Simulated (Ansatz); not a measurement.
# SiTe2 monolayer (1T): phonons and vibrational spectra

How does SiTe2 monolayer (1T) vibrate, and is this structure a minimum?

Method: DFT PBEsol, scalar-relativistic, plane waves, PAW, in Ansatz 0.2.0.

Most raw output is cut from this account.

**1. Set-up**

The cell holds 3 atoms: 1 Si and 2 Te. Its edges and angles: a = 3.680 Å, b = 3.680 Å, c = 20.000 Å, α = 90.0°, β = 90.0°, γ = 120.0°. Vacuum lies along c.

**2. Bringing the structure to rest**

Harmonic phonons are second derivatives at a point where the forces vanish, and they are wanted at zero stress, so atoms and cell are relaxed first.

The program solves this slab on a cell height of its own, 30.4 Å, in place of the one typed.

Input file input.yaml:

```yaml
crystal:
  lattice:
    - [3.68, 0.0, 0.0]
    - [-1.84, 3.18697, 0.0]
    - [0.0, 0.0, 20.0]
  atoms:
    - { symbol: Si, position: [0.0, 0.0, 0.5] }
    - { symbol: Te, position: [0.333333, 0.666667, 0.5828] }
    - { symbol: Te, position: [0.666667, 0.333333, 0.4172] }
  periodic: [true, true, false]
kpoints:
  mp_grid: { grid: [15, 15, 1] }
hamiltonian:
  xc: pbesol
scf:
  occupations: { method: gaussian, width: 0.1 }
output:
  forces: true
  stress: true
  eigenvalues: true
  write_density: true
  write_potential: true
  elf: true
  volumetric_format: npy
relax:
  adjacent_minimum: "off"
  f_tol: 0.005
  max_steps: 80
  cell: { stress_2d_tol: 0.02 }
```

Started as:

```sh
> ansatz run input.yaml --threads 8 --pin off --max-ram 14336MiB --backend cpu --events-out ev --progress --plain --runs-dir out
```

Elapsed: 14 s, on 8 threads of Arm Neoverse V2, shared host; peak memory 0.98 GiB.

The steps of the relaxation:

| step | energy less that of the first step (eV) | largest force component (eV/Å) | volume (Å³) |
| --- | --- | --- | --- |
| 1 | 0.0000 | 0.2504 | 356.81 |
| 2 | 0.0516 | 0.8766 | 375.70 |
| 3 | -0.0241 | 0.0659 | 365.96 |
| 4 | -0.0250 | 0.0393 | 367.36 |
| 5 | -0.0253 | 0.0004 | 368.35 |
| 6* | -0.0258 | 0.0004 | 368.35 |

Relaxation steps marked * repeat the geometry before them on a plane-wave basis chosen anew for their cell, so energy and pressure can jump there. Relaxation step 2 was tried and not accepted.

The run keeps the 12 symmetry operations that it works with, so distortions that break them were not tested.

| cell as run | before | after | change |
| --- | --- | --- | --- |
| a (Å) | 3.680 | 3.739 | +1.6 % |
| b (Å) | 3.680 | 3.739 | +1.6 % |

The atoms that moved most (Å, along periodic axes as changes of fractional coordinates times the final cell, across vacuum about the mean position):

| atom | dx | dy | dz | length |
| --- | --- | --- | --- | --- |
| Te3 | 0.000 | 0.000 | 0.039 | 0.039 |
| Te2 | 0.000 | 0.000 | -0.039 | 0.039 |

The relaxed structure:

```xyz
3
Lattice="3.7390 0.0000 0.0000 -1.8695 3.2381 0.0000 0.0000 0.0000 30.4240" Properties=species:S:1:pos:R:3
Si    0.0000    0.0000   10.0000
Te    0.0000    2.1587   11.6166
Te    1.8695    1.0794    8.3834
```

This step gave:

- gap on the k-mesh: 0 eV
- area per atom: 4.036 Å²

ELF in the ac plane at fractional y = 0.333, with atoms of Te within 0.2 Å of it. It is the smooth field of the valence electrons, not physical close to the nuclei.

Ten even steps from '_' (0.00) to '@' (0.73), each cell a mean:
```
____________________________
____________________________
____________________________
____________________________
____________________________
____________________________
____________________________
____________________________
____________________________
____________________________
____________________________
____________________________
____________________________
==++****++--::__________..::
%%%%%%%%%%##++--..__..::==**
##@@@@@@%%**--....____..::++
##**++++**##****++==++++**##
##==::--**%%##++::..::==**##
==..__..--**%%@@@@@@@@@@@@##
____________....::::::::..__
____________________________
____________________________
____________________________
____________________________
```
Columns run along a (3.7 Å), rows up along c (30.4 Å). Atoms in or near the plane, at fractional coordinates: Te at (0.67, 0.28).

Electrostatic potential energy in the ac plane at fractional y = 0.333, with atoms of Te within 0.2 Å of it. With pseudopotentials it is smooth inside the atoms' cores, unlike the true potential.

Ten even steps from '0' (-11 eV) to '9' (0 eV), each cell a mean:
```
99999999999999
99999999999999
99999999999999
99999999999999
99999999999999
99999999999999
99999999999999
99999999999999
99999999999999
99999999999999
99999999999999
99999999999999
99999999999999
99889999999999
32112578898876
42123578888876
44445432233233
47876103777400
99999876656678
99999999999999
99999999999999
99999999999999
99999999999999
99999999999999
```
Columns run along a (3.7 Å; values clipped at the 3rd and 97th percentile), rows up along c (30.4 Å). Atoms in or near the plane, at fractional coordinates: Te at (0.67, 0.28).

Valence density in the ac plane at fractional y = 0.333, with atoms of Te within 0.2 Å of it. It is the smooth field of the valence electrons, not physical close to the nuclei.

Ten steps, logarithmic in the rise over the least value, from '0' (0.00 × 1e0 e/Å³) to '9' (9.69 × 1e0 e/Å³), each cell a mean:
```
00000000000000
00000000000000
00000000000000
00000000000000
00000000000000
00000000000000
00000000000000
00000000000000
00000000000000
00000000000000
00000000000000
00000000000000
00000000000000
00000000000000
23332211000112
23333211111112
22222234566433
21112347999853
00000011222211
00000000000000
00000000000000
00000000000000
00000000000000
00000000000000
```
Columns run along a (3.7 Å), rows up along c (30.4 Å). Atoms in or near the plane, at fractional coordinates: Te at (0.67, 0.28).

**3. Tight relaxation**

Phonons need a cell at rest on their own settings, so the relaxation is repeated with tight tolerances on forces and stress, using the mesh and the filling of the phonon run that follows.

input.yaml, the sections that differ from step 2:

```yaml
crystal:
  lattice:
    - [3.7390263088, 0.0, 0.0]
    - [-1.8695131544, 3.2380917689, 0.0]
    - [0.0, 0.0, 30.424]
  atoms:
    - { symbol: Si, position: [0.0, 0.0, 0.328687878] }
    - { symbol: Te, position: [0.3333333333, 0.6666666667, 0.3818228849] }
    - { symbol: Te, position: [0.6666666667, 0.3333333333, 0.275552871] }
  periodic: [true, true, false]
scf:
  occupations: { method: methfessel_paxton, width: 0.15 }
relax:
  adjacent_minimum: "off"
  f_tol: 0.001
  max_steps: 60
  cell: { stress_2d_tol: 0.002 }
# kpoints, hamiltonian, output: as in step 2
```

The job ended after 12 s (8 threads; peak memory 0.98 GiB; 84 s of CPU time).

Little changed from the start: no atom moved by 0.005 Å and no cell edge by 0.1 %.

This step gave:

```
area per atom : 4.037 Å²
```

ELF in the ac plane at fractional y = 0.000, with atoms of Si within 0.2 Å of it. It is the smooth field of the valence electrons, not physical close to the nuclei.

Ten even steps from '0' (0.00) to '9' (0.64), each cell a mean:
```
00000000000000
00000000000000
00000000000000
00000000000000
00000000000000
00000000000000
00000000000000
00000000000000
00000000000000
00000000000000
00000000000000
00000000000000
00000000000000
00023577653100
11368999998521
67899765689986
67899755679986
12368999998532
00024677753100
00000000000000
00000000000000
00000000000000
00000000000000
00000000000000
```
Columns run along a (3.7 Å), rows up along c (30.4 Å). Atoms in or near the plane, at fractional coordinates: Si at (0.00, 0.33).

Electrostatic potential energy in the ac plane at fractional y = 0.000, with atoms of Si within 0.2 Å of it. With pseudopotentials it is smooth inside the atoms' cores, unlike the true potential.

Ten even steps from '_' (-13 eV) to '@' (0 eV), each cell a mean:
```
@@@@@@@@@@@@@@@@@@@@@@@@@@@@
@@@@@@@@@@@@@@@@@@@@@@@@@@@@
@@@@@@@@@@@@@@@@@@@@@@@@@@@@
@@@@@@@@@@@@@@@@@@@@@@@@@@@@
@@@@@@@@@@@@@@@@@@@@@@@@@@@@
@@@@@@@@@@@@@@@@@@@@@@@@@@@@
@@@@@@@@@@@@@@@@@@@@@@@@@@@@
@@@@@@@@@@@@@@@@@@@@@@@@@@@@
@@@@@@@@@@@@@@@@@@@@@@@@@@@@
@@@@@@@@@@@@@@@@@@@@@@@@@@@@
@@@@@@@@@@@@@@@@@@@@@@@@@@@@
@@@@@@@@@@@@@@@@@@@@@@@@@@@@
@@@@@@@@@@@@@@@@@@@@@@@@@@@@
@@@@@@@@@@@@@@@@@@@@@@@@@@@@
%%%%%%##**==....::==**##%%%%
____..::==++++++++++==....__
______::==++++++**++--..____
%%%%%%##++--....::==**##%%%%
@@@@@@@@@@@@%%%%%%@@@@@@@@@@
@@@@@@@@@@@@@@@@@@@@@@@@@@@@
@@@@@@@@@@@@@@@@@@@@@@@@@@@@
@@@@@@@@@@@@@@@@@@@@@@@@@@@@
@@@@@@@@@@@@@@@@@@@@@@@@@@@@
@@@@@@@@@@@@@@@@@@@@@@@@@@@@
```
Columns run along a (3.7 Å; values clipped at the 3rd and 97th percentile), rows up along c (30.4 Å). Atoms in or near the plane, at fractional coordinates: Si at (0.00, 0.33).

Valence density in the ac plane at fractional y = 0.000, with atoms of Si within 0.2 Å of it. It is the smooth field of the valence electrons, not physical close to the nuclei.

Ten even steps from '0' (0.00 e/Å³) to '9' (0.36 e/Å³), each cell a mean:
```
00000000000000
00000000000000
00000000000000
00000000000000
00000000000000
00000000000000
00000000000000
00000000000000
00000000000000
00000000000000
00000000000000
00000000000000
00000000000000
00000111110000
12235799865322
67887666667886
67887655667986
22345799975322
00001111110000
00000000000000
00000000000000
00000000000000
00000000000000
00000000000000
```
Columns run along a (3.7 Å), rows up along c (30.4 Å). Atoms in or near the plane, at fractional coordinates: Si at (0.00, 0.33).

The largest force component left is 0.30 meV/Å, within the tolerances set.

**4. Modes at Γ**

The zone centre comes first: it holds the modes that light can see, as far as symmetry allows. No field response is asked, since the mesh shows no gap.

input.yaml, the sections that differ from step 3:

```yaml
crystal:
  lattice:
    - [3.7394202481, 0.0, 0.0]
    - [-1.869710124, 3.2384329303, 0.0]
    - [0.0, 0.0, 30.424]
  atoms:
    - { symbol: Si, position: [0.0, 0.0, 0.328687878] }
    - { symbol: Te, position: [0.3333333333, 0.6666666667, 0.381811638] }
    - { symbol: Te, position: [0.6666666667, 0.3333333333, 0.2755641179] }
  periodic: [true, true, false]
output:
  eigenvalues: true
phonons:
  method: dfpt
# kpoints, hamiltonian, scf: as in step 3
# relax: removed
```

The job ended after 47 s (8 threads; peak memory 2.2 GiB).

This step gave:

| Item | Value |
| --- | --- |
| sum-rule residual before enforcement | 4.29e-5 eV/Å² |
| point group | -3m |
| highest optical mode at the zone centre (no LO-TO term) | 304.1 cm⁻¹ |
| lowest optical zone-centre mode | 81.99 cm⁻¹ |

Patterns of degenerate modes are one choice out of their space. The modes at Γ (shares of kinetic energy by element, %):

| mode | frequency (cm⁻¹) | symmetry | Si % | Te % |
| --- | --- | --- | --- | --- |
| 1 | 0.0 | acoustic | 10 | 90 |
| 2 | 0.0 | acoustic | 10 | 90 |
| 3 | 0.0 | acoustic | 10 | 90 |
| 4 | 82.0 | Eg | 0 | 100 |
| 5 | 82.0 | Eg | 0 | 100 |
| 6 | 147.7 | A1g | 0 | 100 |
| 7 | 205.7 | Eu | 90 | 10 |
| 8 | 205.7 | Eu | 90 | 10 |
| 9 | 304.1 | A2u | 90 | 10 |

Displacements in mode 4 (82.0 cm⁻¹), the largest set to 1:
```
Si1  0.00  0.00  0.00
Te2  0.00  1.00  0.00
Te3  0.00 -1.00  0.00
```

Displacements in mode 9 (304.1 cm⁻¹), the largest set to 1:
```
Si1  0.00  0.00  1.00
Te2  0.00  0.00 -0.11
Te3  0.00  0.00 -0.11
```

Before it was imposed, the acoustic sum rule was missed by 4.3e-5 eV/Å². Small misses are needed for a sound result but don't prove that mesh and cutoff are converged. The lowest optical mode is real, 82.0 cm⁻¹.

**5. The dispersion**

Stability and thermal properties need the whole zone. Linear response on a 3×3×1 q mesh gives force constants as far as a supercell of that size would.

Changes to input.yaml since step 4:

```diff
@@ -20 +20,10 @@
   method: dfpt
+  qmesh: [3, 3, 1]
+  temperatures: { t_max: 1000, t_step: 50 }
+  qpath:
+    path:
+      - [0.0, 0.0, 0.0]
+      - [0.5, 0.0, 0.0]
+      - [0.33333333, 0.33333333, 0.0]
+      - [0.0, 0.0, 0.0]
+    npoints: 10
```

It took 3.4 min on 8 threads; peak memory 2.8 GiB.

This step gave:

```yaml
sum_rule_residual_before_enforcement: 4.46e-5 eV/Å²
lowest_frequency_on_the_path: -24.48 cm⁻¹
highest_frequency_on_the_path_or_at_a_solved_wavevector: 320.5 cm⁻¹
lowest_mode_on_the_q_mesh_acoustic_modes_at_gamma_apart: 44.59 cm⁻¹
```

Frequencies (cm⁻¹) solved at each irreducible wavevector; negative means imaginary. Frequencies by wavevector, by row:

| q in reciprocal lattice units | star | mode 1 | mode 2 | mode 3 | mode 4 | mode 5 | mode 6 | mode 7 | mode 8 | mode 9 |
| --- | --- | --- | --- | --- | --- | --- | --- | --- | --- | --- |
| 0 0 0 | 1 | 0 | 0 | 0 | 82 | 82 | 147.7 | 205.7 | 205.7 | 304.1 |
| 0 0.3333 0 | 6 | 44.6 | 44.6 | 73.9 | 87.8 | 113.8 | 126.6 | 229.1 | 251.2 | 299.6 |
| 0.3333 0.3333 0 | 2 | 53.5 | 103.5 | 104.5 | 104.5 | 108.1 | 108.1 | 223.2 | 278.9 | 278.9 |

Interpolated from a 3×3×1 q mesh. The phonon branches at the labelled points (cm⁻¹):

| point | branch 1 | branch 2 | branch 3 | branch 4 | branch 5 | branch 6 | branch 7 | branch 8 | branch 9 |
| --- | --- | --- | --- | --- | --- | --- | --- | --- | --- |
| Γ | 0 | 0 | 0 | 82 | 82 | 148 | 206 | 206 | 304 |
| halfway | 14 | 43 | 74 | 76 | 109 | 133 | 222 | 257 | 285 |
| M | 40 | 74 | 74 | 97 | 113 | 120 | 234 | 236 | 320 |
| halfway | 57 | 74 | 97 | 101 | 111 | 115 | 229 | 250 | 307 |
| K | 54 | 104 | 104 | 104 | 108 | 108 | 223 | 279 | 279 |
| halfway | 23 | 59 | 73 | 89 | 107 | 129 | 225 | 272 | 274 |
| Γ | 0 | 0 | 0 | 82 | 82 | 148 | 206 | 206 | 304 |

Tetrahedra on a 21×21×1 mesh, mean over bins of 5 cm-1. Interpolated from a 3×3×1 q mesh. The phonon density of states by wavenumber; read off at these points:

| wavenumber (cm⁻¹) | phonon density of states (1/cm⁻¹/cell) |
| --- | --- |
| -28 | 1.5e-4 |
| -12 | 0.00447 |
| 8 | 0.00386 |
| 22 | 0.00962 |
| 38 | 0.0217 |
| 52 | 0.0662 |
| 58 | 0.0387 |
| 72 | 0.0476 |
| 82 | 0.0730 |
| 88 | 0.0496 |
| 108 | 0.0844 |
| 112 | 0.110 |
| 122 | 0.0473 |
| 138 | 0.0171 |
| 158 | 0 |
| 172 | 0 |
| 188 | 0 |
| 208 | 0.0119 |
| 222 | 0.0287 |
| 232 | 0.0836 |
| 238 | 0.0188 |
| 258 | 0.0422 |
| 272 | 0.00228 |
| 288 | 0.0323 |
| 308 | 0.0168 |
| 322 | 6.9e-4 |

The partial phonon density of states has structure finer than the step of the table below, so its rows give means over 20 cm⁻¹, whole bins alone (the curve runs from -34.8 to 339 cm⁻¹). Peaks (cm⁻¹: height): Si 231.2: 0.0677, 261.8: 0.0345, 294.7: 0.0343; Te -23.0: 0.0159, 49.9: 0.0528, 78.2: 0.0757, 111.1: 0.100.

Phonopy on the run's constants, 17x17x1 mesh, Gaussian sigma 2.7 cm-1. Interpolated from a 3×3×1 q mesh. The partial phonon density of states by wavenumber; means over each step; values in 1/cm⁻¹/cell:

| wavenumber (cm⁻¹) | Si | Te |
| --- | --- | --- |
| -20 | 9.0e-4 | 0.00826 |
| 0 | 2.8e-4 | 0.00249 |
| 20 | 8.6e-4 | 0.00808 |
| 40 | 0.00292 | 0.0316 |
| 60 | 0.00285 | 0.0388 |
| 80 | 0.00124 | 0.0587 |
| 100 | 0.00111 | 0.0711 |
| 120 | 9.0e-4 | 0.0549 |
| 140 | 2.0e-4 | 0.0144 |
| 160 | 5.5e-7 | 2.2e-4 |
| 180 | 0 | 0 |
| 200 | 0.00301 | 3.0e-4 |
| 220 | 0.0290 | 0.00271 |
| 240 | 0.0330 | 0.00342 |
| 260 | 0.0251 | 0.00196 |
| 280 | 0.0158 | 0.00119 |
| 300 | 0.0253 | 0.00142 |
| 320 | 0.00758 | 2.9e-4 |

Symmetry leaves 3 wavevectors to solve. The lowest mode among them, the acoustic zeros apart, lies at q = (0, 0.333, 0) and is real, 44.6 cm⁻¹. Between them the interpolated path dips to 24i cm⁻¹.

**6. Another isotope, element Si, natural mass 28.085 amu**

An isotope changes the mass and not the force constants, so no new electronic calculation is needed; the shifts show which modes move this element.

The same force constants with the mass of Si changed from 28.085 to 29.974 u (phonopy, no LO-TO term). Both lists are sorted by frequency; levels can cross, so a row need not hold one and the same mode. Modes under 3 cm⁻¹ are left out. Isotope shifts, by row:

| q | rank | natural mass (cm⁻¹) | changed mass (cm⁻¹) |
| --- | --- | --- | --- |
| 0 0 0 | 4 | 81.99 | 81.99 |
| 0 0 0 | 5 | 81.99 | 81.99 |
| 0 0 0 | 6 | 147.7 | 147.7 |
| 0 0 0 | 7 | 205.7 | 199.8 |
| 0 0 0 | 8 | 205.7 | 199.8 |
| 0 0 0 | 9 | 304.1 | 295.3 |
| 0 0.3333 0 | 1 | 44.59 | 44.46 |
| 0 0.3333 0 | 2 | 44.63 | 44.46 |
| 0 0.3333 0 | 3 | 73.91 | 73.9 |
| 0 0.3333 0 | 4 | 87.8 | 87.77 |
| 0 0.3333 0 | 5 | 113.8 | 113.8 |
| 0 0.3333 0 | 6 | 126.6 | 126.6 |
| 0 0.3333 0 | 7 | 229.1 | 222.4 |
| 0 0.3333 0 | 8 | 251.2 | 243.9 |
| 0 0.3333 0 | 9 | 299.6 | 290.4 |
| 0.3333 0.3333 0 | 1 | 53.5 | 53.39 |
| 0.3333 0.3333 0 | 2 | 103.5 | 103.5 |
| 0.3333 0.3333 0 | 3 | 104.5 | 104.4 |
| 0.3333 0.3333 0 | 4 | 104.5 | 104.4 |
| 0.3333 0.3333 0 | 5 | 108.1 | 108 |
| 0.3333 0.3333 0 | 6 | 108.1 | 108 |
| 0.3333 0.3333 0 | 7 | 223.2 | 216.5 |
| 0.3333 0.3333 0 | 8 | 278.9 | 270.4 |
| 0.3333 0.3333 0 | 9 | 278.9 | 270.4 |

A mode of this element alone would shift by -3.20 %. The highest zone-centre frequency without the field goes from 304.1 to 295.3 cm⁻¹ (-2.9 %). The product of the frequency ratios over all optical modes at Γ is 0.916; the product rule, (m/m′)^(3k/2) (M′/M)^(3/2) with k = 1 such atoms and M the mass of the cell, gives 0.916.

**7. Another isotope, element Te, natural mass 127.6 amu**

The same for Te, from 127.60 to 129.91 u.

The same force constants with the mass of Te changed from 127.600 to 129.906 u (phonopy, no LO-TO term). Both lists are sorted by frequency; levels can cross, so a row need not hold one and the same mode. Modes under 3 cm⁻¹ are left out. Isotope shifts, by row:

| q | rank | natural mass (cm⁻¹) | changed mass (cm⁻¹) |
| --- | --- | --- | --- |
| 0 0 0 | 4 | 81.99 | 81.26 |
| 0 0 0 | 5 | 81.99 | 81.26 |
| 0 0 0 | 6 | 147.7 | 146.4 |
| 0 0 0 | 7 | 205.7 | 205.5 |
| 0 0 0 | 8 | 205.7 | 205.5 |
| 0 0 0 | 9 | 304.1 | 303.8 |
| 0 0.3333 0 | 1 | 44.59 | 44.23 |
| 0 0.3333 0 | 2 | 44.63 | 44.28 |
| 0 0.3333 0 | 3 | 73.91 | 73.25 |
| 0 0.3333 0 | 4 | 87.8 | 87.02 |
| 0 0.3333 0 | 5 | 113.8 | 112.8 |
| 0 0.3333 0 | 6 | 126.6 | 125.5 |
| 0 0.3333 0 | 7 | 229.1 | 228.9 |
| 0 0.3333 0 | 8 | 251.2 | 251 |
| 0 0.3333 0 | 9 | 299.6 | 299.4 |
| 0.3333 0.3333 0 | 1 | 53.5 | 53.06 |
| 0.3333 0.3333 0 | 2 | 103.5 | 102.6 |
| 0.3333 0.3333 0 | 3 | 104.5 | 103.6 |
| 0.3333 0.3333 0 | 4 | 104.5 | 103.6 |
| 0.3333 0.3333 0 | 5 | 108.1 | 107.1 |
| 0.3333 0.3333 0 | 6 | 108.1 | 107.1 |
| 0.3333 0.3333 0 | 7 | 223.2 | 223.1 |
| 0.3333 0.3333 0 | 8 | 278.9 | 278.8 |
| 0.3333 0.3333 0 | 9 | 278.9 | 278.8 |

A mode of this element alone would shift by -0.89 %. The highest zone-centre frequency without the field goes from 304.1 to 303.8 cm⁻¹ (-0.1 %). The product of the frequency ratios over all optical modes at Γ is 0.971; the product rule, (m/m′)^(3k/2) (M′/M)^(3/2) with k = 2 such atoms and M the mass of the cell, gives 0.971.

**8. Outcome**

```
space group after relaxation (within 0.01 Å)            : P-3m1
area per atom                                           : 4.04 Å²
electronic character                                    : no gap on this mesh
highest optical mode at the zone centre (no LO-TO term) : 304 cm⁻¹
lowest optical zone-centre mode                         : 82.0 cm⁻¹
lowest mode on the q mesh (acoustic modes at Γ apart)   : 44.6 cm⁻¹
highest frequency on the path or at a solved wavevector : 320 cm⁻¹
imaginary modes on the 3×3×1 q mesh                     : none
```

What this shows: No mode is imaginary at the 3 irreducible wavevectors solved, but between them the interpolated path dips to 24.5i cm⁻¹, so stability is not settled. The optical modes at Γ span 82 to 304 cm⁻¹. The highest mode in this list at Γ, 304.1 cm⁻¹, is mostly motion of Si (90 % of the kinetic energy). The interpolated path dips to 24i cm⁻¹ between the solved wavevectors, which may come from the interpolation; a denser q mesh would tell. With no gap, or one that is small against the smearing, the frequencies hang on the k mesh and the smearing, most of all near Kohn anomalies. In a sheet or slab the interpolated bending branch near Γ is rough, since the rotational sum rule isn't imposed. Spin-orbit coupling is left out, which can matter for the heavy elements here. A phonon run warned that its eigensolver left some bands unconverged in a pass. The starting cell was built on a prototype and not taken from a measurement. These are harmonic frequencies at zero temperature: anharmonic shifts, linewidths and thermal expansion are left out.

[Logs are printed without paths, hosts, clocks, repeated set-up lines and the standing remarks that a program may print on its own settings, such as how far it seeks lower states.]

[Hosts, paths, dates, database ids (printed as entryN), source tags and the programs' standing remarks are cut or masked in the printed files.]
